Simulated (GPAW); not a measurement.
# STM contrast on TiSi2P4 monolayer, part 2 of 2

What would a tunnelling microscope show on TiSi2P4 monolayer?

GPAW 26.7.0; GPAW, PAW setups; layer in a repeated cell with vacuum, relaxation of atoms and in-plane cell (the session's first sound run).

So far. Step 2 (Relaxing the atoms): The relaxation lowered the energy of the cell by 2.00 eV (energies extrapolated to zero smearing; the optimiser's log prints free energies). The largest force left on a free atom is 0.0013 eV/Å.

### 3. Plane waves, PBE (continued)

Level of this step: GPAW, PAW setups; slab in vacuum (GPAW).

Tip height over the top atom over a1 and a2. Sample bias 1.5 V, constant current at the mean current 4.0 Å over the top atom.

Values in Å, 12 rows by 16 columns, each cell a mean:
```
4.06 4.06 4.05 4.03 4.01 3.99 3.98 3.98 3.98 3.99 4.00 4.02 4.04 4.05 4.06 4.06
4.06 4.05 4.03 4.02 4.00 3.98 3.97 3.97 3.97 3.99 4.01 4.02 4.04 4.05 4.05 4.05
4.04 4.02 4.01 3.99 3.97 3.96 3.95 3.95 3.97 3.99 4.01 4.02 4.03 4.04 4.04 4.04
4.01 4.00 3.98 3.97 3.95 3.95 3.95 3.95 3.97 3.99 4.00 4.01 4.02 4.02 4.02 4.02
3.99 3.98 3.97 3.96 3.95 3.95 3.96 3.96 3.98 3.99 3.99 3.99 3.99 3.99 3.99 3.99
3.98 3.98 3.97 3.96 3.96 3.96 3.97 3.97 3.98 3.97 3.97 3.96 3.96 3.96 3.97 3.97
3.99 3.99 3.99 4.00 3.99 3.99 3.99 3.99 3.97 3.96 3.95 3.94 3.94 3.95 3.96 3.97
4.00 4.00 4.01 4.02 4.01 4.00 4.00 3.98 3.96 3.95 3.94 3.93 3.94 3.95 3.97 3.99
4.03 4.04 4.04 4.04 4.03 4.02 4.00 3.98 3.95 3.94 3.94 3.94 3.95 3.98 4.00 4.01
4.05 4.05 4.05 4.05 4.04 4.02 4.01 3.98 3.96 3.95 3.95 3.96 3.98 4.01 4.02 4.04
4.06 4.06 4.05 4.05 4.04 4.02 4.00 3.98 3.97 3.97 3.97 3.99 4.01 4.03 4.04 4.05
4.06 4.06 4.06 4.05 4.03 4.01 4.00 3.99 3.98 3.98 3.99 4.01 4.03 4.05 4.05 4.06
```
Columns: a1 from 0 to 0.944; rows upwards: a2 from 0 to 0.944.

Local density of states summed over the bias window over a1 and a2. Sample bias 1.5 V, constant height 4.0 Å over the top atom.

Values in units of 1e-6 arbitrary, 12 rows by 16 columns, each cell a mean:
```
1.5 1.5 1.5 1.4 1.4 1.3 1.3 1.3 1.3 1.3 1.3 1.4 1.4 1.5 1.5 1.5
1.5 1.5 1.4 1.4 1.3 1.3 1.2 1.2 1.3 1.3 1.3 1.4 1.4 1.5 1.5 1.5
1.4 1.4 1.3 1.3 1.2 1.2 1.2 1.2 1.2 1.3 1.3 1.4 1.4 1.4 1.4 1.4
1.3 1.3 1.3 1.2 1.2 1.2 1.2 1.2 1.2 1.3 1.3 1.3 1.4 1.4 1.4 1.4
1.3 1.3 1.2 1.2 1.2 1.2 1.2 1.2 1.3 1.3 1.3 1.3 1.3 1.3 1.3 1.3
1.3 1.3 1.3 1.2 1.2 1.2 1.2 1.3 1.3 1.3 1.2 1.2 1.2 1.2 1.2 1.3
1.3 1.3 1.3 1.3 1.3 1.3 1.3 1.3 1.2 1.2 1.2 1.2 1.2 1.2 1.2 1.3
1.3 1.3 1.4 1.4 1.3 1.3 1.3 1.3 1.2 1.2 1.1 1.1 1.2 1.2 1.2 1.3
1.4 1.4 1.4 1.4 1.4 1.4 1.3 1.3 1.2 1.2 1.2 1.2 1.2 1.3 1.3 1.4
1.5 1.5 1.5 1.5 1.4 1.4 1.3 1.3 1.2 1.2 1.2 1.2 1.3 1.3 1.4 1.4
1.5 1.5 1.5 1.5 1.4 1.4 1.3 1.3 1.2 1.2 1.3 1.3 1.4 1.4 1.4 1.5
1.6 1.5 1.5 1.5 1.4 1.3 1.3 1.3 1.3 1.3 1.3 1.3 1.4 1.5 1.5 1.5
```
Columns: a1 from 0 to 0.944; rows upwards: a2 from 0 to 0.944.

The potential is flat to 4.8e-5 eV/Å where it is read, so the vacuum is wide enough.

### 4. A changed run

One more run, with changed settings.

run.py reads:

```python
import json
import numpy as np
from ase import Atoms
from gpaw import GPAW, PW

slab = Atoms(
    ['P', 'Si', 'P', 'Ti', 'P', 'Si', 'P'],
    positions=[
        [-0.00000, -0.00000, 7.00000],
        [-0.00000, 2.05335, 8.00422],
        [-0.00000, 2.05335, 10.26491],
        [-0.00000, 0.00000, 11.68577],
        [-0.00000, 2.05335, 13.10663],
        [-0.00000, 2.05335, 15.36733],
        [-0.00000, -0.00000, 16.37154]],
    cell=[[3.5565, 0.0, 0.0], [-1.77825, 3.08002, 0.0], [0.0, 0.0, 23.3715]],
    pbc=[True, True, False])

slab.calc = GPAW(mode=PW(400), xc='PBE', kpts={'size': (9, 9, 1), 'gamma': True},
                 occupations={'name': 'fermi-dirac', 'width': 0.05}, nbands='200%',
                 convergence={'density': 1e-05}, maxiter=3,
                 poissonsolver={'dipolelayer': 'xy'},
                 symmetry={'tolerance': 1e-3}, txt='slab.txt')
result = {}
energy = slab.get_potential_energy()
fermi = slab.calc.get_fermi_level()
v = slab.calc.get_electrostatic_potential().mean((0, 1)) - fermi
n = slab.calc.get_pseudo_density().mean((0, 1))
L = slab.cell[2, 2]
z = np.arange(len(v)) * L / len(v)
low, high = slab.positions[:, 2].min(), slab.positions[:, 2].max()
below, above = np.interp([low - 4.8, high + 4.8], z, v)
slopes = [np.interp(x, z, np.gradient(v, z)) for x in (low - 4.8, high + 4.8)]
eps = np.array([[slab.calc.get_eigenvalues(k, s) for k in range(len(slab.calc.get_ibz_k_points()))]
                for s in range(slab.calc.get_number_of_spins())]) - fermi
top, bottom = eps[eps < 0].max(), eps[eps > 0].min()
dipole = slab.get_dipole_moment()[2]
print(f'energy {energy:.4f} eV, Fermi level {fermi:.4f} eV, dipole {dipole:.5f} e A')
print(f'potential 4.8 A off the faces, from the Fermi level: lower {below:.4f} eV, upper {above:.4f} eV')
print(f'slope of the potential there: lower {slopes[0]:.5f}, upper {slopes[1]:.5f} eV/A')
print(f'nearest levels on the mesh: {top:.4f} and {bottom:.4f} eV')
print('magnetic moment', round(slab.get_magnetic_moment(), 3))
result.update(energy=energy, fermi=fermi, dipole=dipole, below=below, above=above, slopes=slopes, edges=[top, bottom],
              z=z.tolist(), v=v.tolist(), n=n.tolist(), positions=slab.positions.tolist(),
              forces=slab.get_forces(apply_constraint=False).tolist(), moments=slab.get_magnetic_moments().tolist())
json.dump(result, open('result.json', 'w'))
```

On the command line:

```
$ OMP_NUM_THREADS=1 OPENBLAS_NUM_THREADS=1 python run.py
```

Log:

```text
gpaw.KohnShamConvergenceError
```

Run time: 11 s. Hardware: 1 thread of Intel Xeon Platinum 8488C (Sapphire Rapids), shared host; peak memory 0.24 GiB.

No converged result was reached; the numbers in the log don't describe the system.

The fault put into the input: too few SCF iterations (maxiter = 3).

### 5. Results

* work function, upper and lower face: 5.549 and 5.562 eV
* dipole along the normal: 7.8e-4 e Å
* corrugation at -2 V: 0.260 Å
* corrugation at -1 V: 0.209 Å
* corrugation at 1.5 V: 0.134 Å

In words: The corrugation at constant current is largest at -2 V, where the tip height varies by 0.26 Å over the cell. Negative sample bias images filled states, positive bias empty ones. The images are of Tersoff-Hamann type: an s-wave tip, no tip-sample forces, heights closer than in a microscope. The small printed dipole stands for a step of -13 meV from the lower to the upper face, and the probes find -13 meV; values this small are near the numerical noise of both. The runs had no spin polarisation, so a magnetic state, which thin layers of d-metal atoms can have, wasn't tested. The layer's cell and atoms come from the relaxation; spin-orbit coupling and temperature are left out.

[Logs are printed without paths, hosts, clocks, repeated set-up lines and the standing remarks that a program may print on its own settings, such as how far it seeks lower states.]

[Hosts, paths, dates, database ids (printed as entryN), source tags and the programs' standing remarks are cut or masked in the printed files.]
